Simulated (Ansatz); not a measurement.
# BAs (F-43m): a volume series of phonon spectra, part 4 of 5

Wanted: mode Grüneisen parameters of BAs and a free-energy fit over volumes.

What experiment has found for this phase:
- volume expansion coefficient 11.55 1e-6/K near room temperature (given in “Basic Physical Properties of Cubic Boron Arsenide (three times its linear coefficient)”, 2019, arxiv:1911.11281)
- volume expansion coefficient 10.8 1e-6/K near room temperature (given in “Thermal expansion coefficients of high thermal conducting BAs and BP materials (three times its linear coefficient)”, 2019, arxiv:1906.04101)

Ansatz 0.2.0; DFT LDA, scalar-relativistic, plane waves, PAW.

So far, highest frequency (cm⁻¹): step 5 (lattice dynamics at this volume, V/V0 1) 741.

**8. A cell at another volume, V/V0 0.985**

Symmetry fixes every atom, so a single point at the scaled cell gives the energy and pressure of this member.

The cell differs from the one that the last finished run ended in (a 3.363 → 3.329 Å, b 3.363 → 3.329 Å, c 3.363 → 3.329 Å).

The input, input.yaml:

```yaml
crystal:
  lattice:
    - [0.0, 2.3541519227, 2.3541519227]
    - [2.3541519227, 0.0, 2.3541519227]
    - [2.3541519227, 2.3541519227, 0.0]
  atoms:
    - { symbol: B, position: [0.0, 0.0, 0.0] }
    - { symbol: As, position: [0.25, 0.25, 0.25] }
kpoints:
  mp_grid: { grid: [12, 12, 12] }
hamiltonian:
  xc: lda
scf:
  occupations: { method: fixed }
output:
  forces: true
  stress: true
  eigenvalues: true
```

The run is started by

```console
$ ansatz run input.yaml --threads 4 --pin off --max-ram 16384MiB --backend cpu --events-out ev --progress --plain --runs-dir out
```

Numbers of over 12 decimals in the logs are rounded to 6 here.

Log:

```text
[...]
Crystal: 2 atoms, lattice volume = 26.094 Å³
Basis set: ecut = 420 eV, 531 PW (Γ)
Bands: 13, of which v1, the nominal top of the filled ones, is band 9 counted from 1 (8 counted from 0)
Symmetry: 24 space group operations
[...]
k-points: 72 of 1728 (time reversal used)
[...]
--- Band table (eV; the first three rows and the last of 72) ---
  k-point 0: bands = [... 5 lower, -4.2474, 11.5445, 11.5445, 11.5445, 14.8545, 14.8545, 14.8545, 16.7519]
  k-point 1: bands = [... 5 lower, -4.1291, 10.4914, 11.3150, 11.3150, 15.0535, 15.1553, 15.1553, 17.3146]
  k-point 2: bands = [... 5 lower, -3.7777, 8.5251, 10.8327, 10.8327, 15.0058, 15.7755, 15.7755, 18.5350]
  k-point 71: bands = [... 5 lower, 0.2767, 3.4229, 5.7798, 6.0869, 16.7585, 17.6427, 18.3520, 18.8698]
[key lines of the parts left out:]
SCF converged after 6 iterations
Free energy (F): -4923.526220 eV
Fermi energy:    11.544482 eV
P = ⅓ Tr σ = 2.3014 GPa (23.014 kbar)
```

Run time: 0.58 s. Hardware: 4 threads of Arm Neoverse V2, shared host; peak memory 0.3 GiB; 1.8 s of CPU time.

The run ends at a pressure of 2.30 GPa.

**9. Lattice dynamics at this volume, V/V0 0.985**

The same q-mesh and k-mesh are kept at every volume, so that much of their error can cancel in the differences.

input.yaml, the sections that differ from step 8:

```yaml
output:
  eigenvalues: true
phonons:
  method: dfpt
  dielectric: true
  rigid_motions: translations
  qmesh: [4, 4, 4]
  temperatures: { t_max: 1000, t_step: 50 }
  qpath:
    path:
      - [[0.0, 0.0, 0.0], [-0.5, -0.5, 0.0], [-0.375, -0.375, 0.25]]
      - [[-0.375, 0.0, 0.375], [0.0, 0.0, 0.0], [0.0, 0.0, 0.5], [-0.5, -0.25, 0.25], [-0.5, -0.5, 0.0]]
    npoints: 10
# crystal, kpoints, hamiltonian, scf: as in step 8
```

Log:

```text
[...]
Crystal: 2 atoms, lattice volume = 26.094 Å³
Basis set: ecut = 420 eV, 531 PW (Γ), exchange–correlation on 48×48×48 points (8 copies of the dense FFT grid, shifted against one another)
Bands: 13, of which v1, the nominal top of the filled ones, is band 9 counted from 1 (8 counted from 0)
Symmetry: 24 space group operations
[...]
optical modes at Γ + LO–TO along q̂ = [0.0000, 1.0000, 0.0000]:
      ω (cm⁻¹)  modes    IR ((D/Å)²/amu)
        710.76      2             1.6582
        715.70      1             0.8291
  optical modes at Γ + LO–TO along q̂ = [0.0000, 0.0000, 1.0000]:
      ω (cm⁻¹)  modes    IR ((D/Å)²/amu)
        710.76      2             1.6582
        715.70      1             0.8291
--- Phonons (arbitrary-q DFPT): 8 irreducible q on the 4×4×4 mesh ---
[...]
interpolated dispersion: 63 rows × 6 modes
[...]
[key lines of the parts left out:]
SCF converged after 7 iterations
Free energy (F): -4923.526221 eV
Fermi energy:    11.544471 eV
```

The job ended after 1.7 min (4 threads; peak memory 1.7 GiB).

LO-TO term included. Phonon branches along the path, in cm⁻¹:

```
    point  branch 1  branch 2  branch 3  branch 4  branch 5  branch 6
        Γ         0         0         0       711       711       716
  halfway       152       152       235       675       675       734
        X       193       193       327       654       654       753
  halfway       193       213       318       650       655       748
        U       192       249       294       643       658       739
jump to K       192       249       294       643       658       739
  halfway       135       181       233       684       686       718
        Γ         0         0         0       711       711       716
  halfway       112       112       227       695       695       720
        L       139       139       318       689       689       726
  halfway       179       217       295       657       671       729
        W       227       260       271       643       656       731
  halfway       210       216       309       649       655       743
        X       193       193       327       654       654       753
```

The phonon branches as a text plot (rows in cm⁻¹):

```
    737 |   *******************               *******************
    706 |****                  ****************
    675 |    *****         ******              **********
    643 |         ***********                         ***********
    612 |
    581 |
    549 |
    518 |
    486 |
    455 |
    424 |
    392 |
    361 |
    329 |           ****                        ***           ***
    298 |        ***    ***                   **   *****    **
    267 |       *          *****             *          ****
    235 |      *        ***  ** *           *          *******
    204 |    **     *******    * *         *         ****    ****
    173 |       ****       **** * **               ****
    141 |   ****               ***        *   *******
    110 |  **                    ****    * ***
     78 |  *                      ***     *
     47 | *                         **  **
     16 |*                           ****
         Γ           X  U|K            Γ         L        W     X
```

No mode is imaginary beyond numerical noise at the solved wavevectors. The highest zone-centre mode (no LO–TO term) moved by +1.5 % for a volume change of -1.5 %.

**10. Single point at a scaled cell, V/V0 1.03**

Symmetry fixes every atom, so a single point at the scaled cell gives the energy and pressure of this member.

input.yaml, the sections that differ from step 9:

```yaml
crystal:
  lattice:
    - [0.0, 2.3894694604, 2.3894694604]
    - [2.3894694604, 0.0, 2.3894694604]
    - [2.3894694604, 2.3894694604, 0.0]
  atoms:
    - { symbol: B, position: [0.0, 0.0, 0.0] }
    - { symbol: As, position: [0.25, 0.25, 0.25] }
output:
  forces: true
  stress: true
  eigenvalues: true
  write_density: true
  write_potential: true
  elf: true
  volumetric_format: npy
# kpoints, hamiltonian, scf: as in step 9
# phonons: removed
```

Log:

```text
[...]
Crystal: 2 atoms, lattice volume = 27.286 Å³
Basis set: ecut = 420 eV, 531 PW (Γ)
Bands: 13, of which v1, the nominal top of the filled ones, is band 9 counted from 1 (8 counted from 0)
Symmetry: 24 space group operations
[...]
k-points: 72 of 1728 (time reversal used)
[...]
--- Band table (eV; the first three rows and the last of 72) ---
  k-point 0: bands = [... 5 lower, -4.5593, 10.8211, 10.8211, 10.8211, 14.0728, 14.0728, 14.0728, 15.4525]
  k-point 1: bands = [... 5 lower, -4.4457, 9.7875, 10.6032, 10.6032, 14.2046, 14.3591, 14.3591, 16.0865]
  k-point 2: bands = [... 5 lower, -4.1087, 7.8765, 10.1425, 10.1425, 14.0772, 14.9553, 14.9553, 17.4059]
  k-point 71: bands = [... 5 lower, -0.2918, 2.9030, 5.3320, 5.6286, 16.0203, 16.6682, 17.5255, 17.8624]
[key lines of the parts left out:]
SCF converged after 6 iterations
Free energy (F): -4923.518688 eV
Fermi energy:    10.821101 eV
P = ⅓ Tr σ = -4.0848 GPa (-40.848 kbar)
```

The job ended after 0.78 s (4 threads; peak memory 0.31 GiB).

The run ends at a pressure of -4.08 GPa.

**11. Lattice dynamics at this volume, V/V0 1.03**

Phonons at this volume give one point of F(V, T); meshes stay fixed along the series.

input.yaml, the sections that differ from step 10:

```yaml
output:
  eigenvalues: true
phonons:
  method: dfpt
  dielectric: true
  rigid_motions: translations
  qmesh: [4, 4, 4]
  temperatures: { t_max: 1000, t_step: 50 }
  qpath:
    path:
      - [[0.0, 0.0, 0.0], [-0.5, -0.5, 0.0], [-0.375, -0.375, 0.25]]
      - [[-0.375, 0.0, 0.375], [0.0, 0.0, 0.0], [0.0, 0.0, 0.5], [-0.5, -0.25, 0.25], [-0.5, -0.5, 0.0]]
    npoints: 10
# crystal, kpoints, hamiltonian, scf: as in step 10
```

Log:

```text
[...]
Crystal: 2 atoms, lattice volume = 27.286 Å³
Basis set: ecut = 420 eV, 531 PW (Γ), exchange–correlation on 48×48×48 points (8 copies of the dense FFT grid, shifted against one another)
Bands: 13, of which v1, the nominal top of the filled ones, is band 9 counted from 1 (8 counted from 0)
Symmetry: 24 space group operations
[...]
optical modes at Γ + LO–TO along q̂ = [0.0000, 1.0000, 0.0000]:
      ω (cm⁻¹)  modes    IR ((D/Å)²/amu)
        679.30      2             1.0081
        682.26      1             0.5041
  optical modes at Γ + LO–TO along q̂ = [0.0000, 0.0000, 1.0000]:
      ω (cm⁻¹)  modes    IR ((D/Å)²/amu)
        679.30      2             1.0081
        682.26      1             0.5041
--- Phonons (arbitrary-q DFPT): 8 irreducible q on the 4×4×4 mesh ---
[...]
interpolated dispersion: 63 rows × 6 modes
[...]
[key lines of the parts left out:]
SCF converged after 7 iterations
Free energy (F): -4923.518689 eV
Fermi energy:    10.821087 eV
```

The job ended after 1.8 min (4 threads; peak memory 1.8 GiB).

LO-TO term included. Phonon branches along the path, in cm⁻¹:

```
    point  branch 1  branch 2  branch 3  branch 4  branch 5  branch 6
        Γ         0         0         0       679       679       682
  halfway       149       149       224       638       638       699
        X       192       192       312       614       614       718
  halfway       193       210       304       611       615       711
        U       191       241       282       604       619       699
jump to K       191       241       282       604       619       699
  halfway       134       175       222       650       651       680
        Γ         0         0         0       679       679       682
  halfway       112       112       215       661       661       685
        L       140       140       303       654       654       689
  halfway       178       211       282       620       634       688
        W       222       254       258       607       614       689
  halfway       207       213       296       610       614       704
        X       192       192       312       614       614       718
```

The phonon branches as a text plot (rows in cm⁻¹):

```
    703 |   *****************                  *****   **********
    673 |****                ******************     ***
    643 |    ***            *****            ***********
    613 |       ***************                       ***********
    583 |
    553 |
    523 |
    493 |
    463 |
    434 |
    404 |
    374 |
    344 |
    314 |           ****                        ***           ***
    284 |        ***    ***                   **   *****    **
    254 |       *         ******             *          ****
    224 |      *       ***   ** *           *         ** *****
    194 |    **  ***********   * *                   * **     ***
    164 |       *           ***** **       *       ****
    135 |   ****                **        *  *******
    105 |  **                    ****    * **
     75 |  *                      ***     *
     45 | *                          *  **
     15 |*                            ***
         Γ           X  U|K            Γ         L        W     X
```

No mode is imaginary beyond numerical noise at the solved wavevectors. The highest zone-centre mode (no LO–TO term) moved by -3.0 % for a volume change of +3.0 %.

**12. A cell at another volume, V/V0 0.97**

Symmetry fixes every atom, so a single point at the scaled cell gives the energy and pressure of this member.

The cell differs from the one that the last finished run ended in (a 3.379 → 3.312 Å, b 3.379 → 3.312 Å, c 3.379 → 3.312 Å).

input.yaml, the sections that differ from step 11:

```yaml
crystal:
  lattice:
    - [0.0, 2.3421407345, 2.3421407345]
    - [2.3421407345, 0.0, 2.3421407345]
    - [2.3421407345, 2.3421407345, 0.0]
  atoms:
    - { symbol: B, position: [0.0, 0.0, 0.0] }
    - { symbol: As, position: [0.25, 0.25, 0.25] }
output:
  forces: true
  stress: true
  eigenvalues: true
# kpoints, hamiltonian, scf: as in step 11
# phonons: removed
```

Log:

```text
[...]
Crystal: 2 atoms, lattice volume = 25.696 Å³
Basis set: ecut = 420 eV, 531 PW (Γ)
Bands: 13, of which v1, the nominal top of the filled ones, is band 9 counted from 1 (8 counted from 0)
Symmetry: 24 space group operations
[...]
k-points: 72 of 1728 (time reversal used)
[...]
--- Band table (eV; the first three rows and the last of 72) ---
  k-point 0: bands = [... 5 lower, -4.1374, 11.7996, 11.7996, 11.7996, 15.1305, 15.1305, 15.1305, 17.2083]
  k-point 1: bands = [... 5 lower, -4.0174, 10.7390, 11.5661, 11.5661, 15.3498, 15.4363, 15.4363, 17.7491]
  k-point 2: bands = [... 5 lower, -3.6610, 8.7531, 11.0764, 11.0764, 15.3303, 16.0648, 16.0648, 18.9326]
  k-point 71: bands = [... 5 lower, 0.4769, 3.6070, 5.9379, 6.2486, 17.0182, 17.9859, 18.6428, 19.2229]
[key lines of the parts left out:]
SCF converged after 6 iterations
Free energy (F): -4923.517491 eV
Fermi energy:    11.799645 eV
P = ⅓ Tr σ = 4.7745 GPa (47.745 kbar)
```

Run time: 0.6 s. Hardware: 4 threads; peak memory 0.3 GiB; 1.8 s of CPU time.

The run ends at a pressure of 4.77 GPa.

**13. Lattice dynamics at this volume, V/V0 0.97**

Phonons at this volume give one point of F(V, T); meshes stay fixed along the series.

input.yaml, the sections that differ from step 12:

```yaml
output:
  eigenvalues: true
phonons:
  method: dfpt
  dielectric: true
  rigid_motions: translations
  qmesh: [4, 4, 4]
  temperatures: { t_max: 1000, t_step: 50 }
  qpath:
    path:
      - [[0.0, 0.0, 0.0], [-0.5, -0.5, 0.0], [-0.375, -0.375, 0.25]]
      - [[-0.375, 0.0, 0.375], [0.0, 0.0, 0.0], [0.0, 0.0, 0.5], [-0.5, -0.25, 0.25], [-0.5, -0.5, 0.0]]
    npoints: 10
# crystal, kpoints, hamiltonian, scf: as in step 12
```

Log:

```text
[...]
Crystal: 2 atoms, lattice volume = 25.696 Å³
Basis set: ecut = 420 eV, 531 PW (Γ), exchange–correlation on 48×48×48 points (8 copies of the dense FFT grid, shifted against one another)
Bands: 13, of which v1, the nominal top of the filled ones, is band 9 counted from 1 (8 counted from 0)
Symmetry: 24 space group operations
[...]
optical modes at Γ + LO–TO along q̂ = [0.0000, 1.0000, 0.0000]:
      ω (cm⁻¹)  modes    IR ((D/Å)²/amu)
        721.83      2             1.9185
        727.58      1             0.9593
  optical modes at Γ + LO–TO along q̂ = [0.0000, 0.0000, 1.0000]:
      ω (cm⁻¹)  modes    IR ((D/Å)²/amu)
        721.83      2             1.9185
        727.58      1             0.9593
--- Phonons (arbitrary-q DFPT): 8 irreducible q on the 4×4×4 mesh ---
[...]
interpolated dispersion: 63 rows × 6 modes
[...]
[key lines of the parts left out:]
SCF converged after 7 iterations
Free energy (F): -4923.517491 eV
Fermi energy:    11.799639 eV
```

Elapsed: 1.7 min, on 4 threads; peak memory 1.7 GiB; 6.6 min of CPU time.

LO-TO term included. The phonon branches at the labelled points (cm⁻¹):

```csv
point,branch 1,branch 2,branch 3,branch 4,branch 5,branch 6
Γ,0,0,0,722,722,728
halfway,153,153,238,688,688,746
X,192,192,332,668,668,766
halfway,193,214,323,664,669,761
U,192,251,298,657,672,753
jump to K,192,251,298,657,672,753
halfway,135,182,237,697,699,732
Γ,0,0,0,722,722,728
halfway,113,113,231,707,707,733
L,138,138,323,702,702,739
halfway,180,219,299,670,684,743
W,228,262,276,656,670,746
halfway,210,218,314,662,669,756
X,192,192,332,668,668,766
```

The phonon branches as a text plot (rows in cm⁻¹):

```
    750 |   ********************             ********************
    718 |****                   ******************
    686 |    *****      *********                 **********
    654 |         ***********                          **********
    622 |
    590 |
    558 |
    526 |
    495 |
    463 |
    431 |
    399 |
    367 |
    335 |           ****                        ***           ***
    303 |        ***    ***                   **   *****    **
    271 |       *          *****             *          ****
    239 |      *        ***  ** *           *          *******
    207 |    **      ******    * *         *         ****   *****
    175 |       *****      **** * **                ***
    144 |   ****               ***        *   *******
    112 |  **                    ****    * ***
     80 |  *                      ***     *
     48 | *                         **  **
     16 |*                           ****
         Γ           X  U|K            Γ         L        W     X
```

No mode is imaginary beyond numerical noise at the solved wavevectors. The highest zone-centre mode (no LO–TO term) moved by +3.1 % for a volume change of -3.0 %.

**14. A cell at another volume, V/V0 1.05**

Symmetry fixes every atom, so a single point at the scaled cell gives the energy and pressure of this member.

The cell differs from the one that the last finished run ended in (a 3.312 → 3.401 Å, b 3.312 → 3.401 Å, c 3.312 → 3.401 Å).

input.yaml, the sections that differ from step 13:

```yaml
crystal:
  lattice:
    - [0.0, 2.4048362458, 2.4048362458]
    - [2.4048362458, 0.0, 2.4048362458]
    - [2.4048362458, 2.4048362458, 0.0]
  atoms:
    - { symbol: B, position: [0.0, 0.0, 0.0] }
    - { symbol: As, position: [0.25, 0.25, 0.25] }
output:
  forces: true
  stress: true
  eigenvalues: true
# kpoints, hamiltonian, scf: as in step 13
# phonons: removed
```

Log:

```text
[...]
Crystal: 2 atoms, lattice volume = 27.815 Å³
Basis set: ecut = 420 eV, 537 PW (Γ)
Bands: 13, of which v1, the nominal top of the filled ones, is band 9 counted from 1 (8 counted from 0)
Symmetry: 24 space group operations
[...]
k-points: 72 of 1728 (time reversal used)
[...]
--- Band table (eV; the first three rows and the last of 72) ---
  k-point 0: bands = [... 5 lower, -4.6898, 10.5183, 10.5183, 10.5183, 13.7459, 13.7459, 13.7459, 14.9067]
  k-point 1: bands = [... 5 lower, -4.5782, 9.4919, 10.3055, 10.3055, 13.8439, 14.0261, 14.0261, 15.5767]
  k-point 2: bands = [... 5 lower, -4.2474, 7.6040, 9.8539, 9.8539, 13.6847, 14.6120, 14.6120, 16.9338]
  k-point 71: bands = [... 5 lower, -0.5301, 2.6862, 5.1447, 5.4369, 15.7104, 16.2597, 17.1787, 17.4379]
[key lines of the parts left out:]
SCF converged after 6 iterations
Free energy (F): -4923.501144 eV
Fermi energy:    10.518343 eV
P = ⅓ Tr σ = -6.4871 GPa (-64.871 kbar)
```

Run time: 0.59 s. Hardware: 4 threads; peak memory 0.3 GiB; 1.8 s of CPU time.

The run ends at a pressure of -6.49 GPa.

**15. Lattice dynamics at this volume, V/V0 1.05**

Phonons at this volume give one point of F(V, T); meshes stay fixed along the series.

input.yaml, the sections that differ from step 14:

```yaml
output:
  eigenvalues: true
phonons:
  method: dfpt
  dielectric: true
  rigid_motions: translations
  qmesh: [4, 4, 4]
  temperatures: { t_max: 1000, t_step: 50 }
  qpath:
    path:
      - [[0.0, 0.0, 0.0], [-0.5, -0.5, 0.0], [-0.375, -0.375, 0.25]]
      - [[-0.375, 0.0, 0.375], [0.0, 0.0, 0.0], [0.0, 0.0, 0.5], [-0.5, -0.25, 0.25], [-0.5, -0.5, 0.0]]
    npoints: 10
# crystal, kpoints, hamiltonian, scf: as in step 14
```

Log:

```text
[...]
Crystal: 2 atoms, lattice volume = 27.815 Å³
Basis set: ecut = 420 eV, 537 PW (Γ), exchange–correlation on 48×48×48 points (8 copies of the dense FFT grid, shifted against one another)
Bands: 13, of which v1, the nominal top of the filled ones, is band 9 counted from 1 (8 counted from 0)
Symmetry: 24 space group operations
[...]
optical modes at Γ + LO–TO along q̂ = [0.0000, 1.0000, 0.0000]:
      ω (cm⁻¹)  modes    IR ((D/Å)²/amu)
        666.10      2             0.7767
        668.37      1             0.3884
  optical modes at Γ + LO–TO along q̂ = [0.0000, 0.0000, 1.0000]:
      ω (cm⁻¹)  modes    IR ((D/Å)²/amu)
        666.10      2             0.7767
        668.37      1             0.3884
--- Phonons (arbitrary-q DFPT): 8 irreducible q on the 4×4×4 mesh ---
[...]
interpolated dispersion: 63 rows × 6 modes
[...]
[key lines of the parts left out:]
SCF converged after 7 iterations
Free energy (F): -4923.501145 eV
Fermi energy:    10.518330 eV
```

The job ended after 1.8 min (4 threads; peak memory 1.8 GiB).

No mode is imaginary beyond numerical noise at the solved wavevectors. The highest zone-centre mode (no LO–TO term) moved by -4.8 % for a volume change of +5.0 %.

(Continued in part 5 of 5.)

[Logs are printed without paths, hosts, clocks, repeated set-up lines and the standing remarks that a program may print on its own settings, such as how far it seeks lower states.]

[Hosts, paths, dates, database ids (printed as entryN), source tags and the programs' standing remarks are cut or masked in the printed files.]

[A step with changed settings may run another functional than the one named; its input shows which.]

[Of the runs on displaced cells, only some may be shown.]
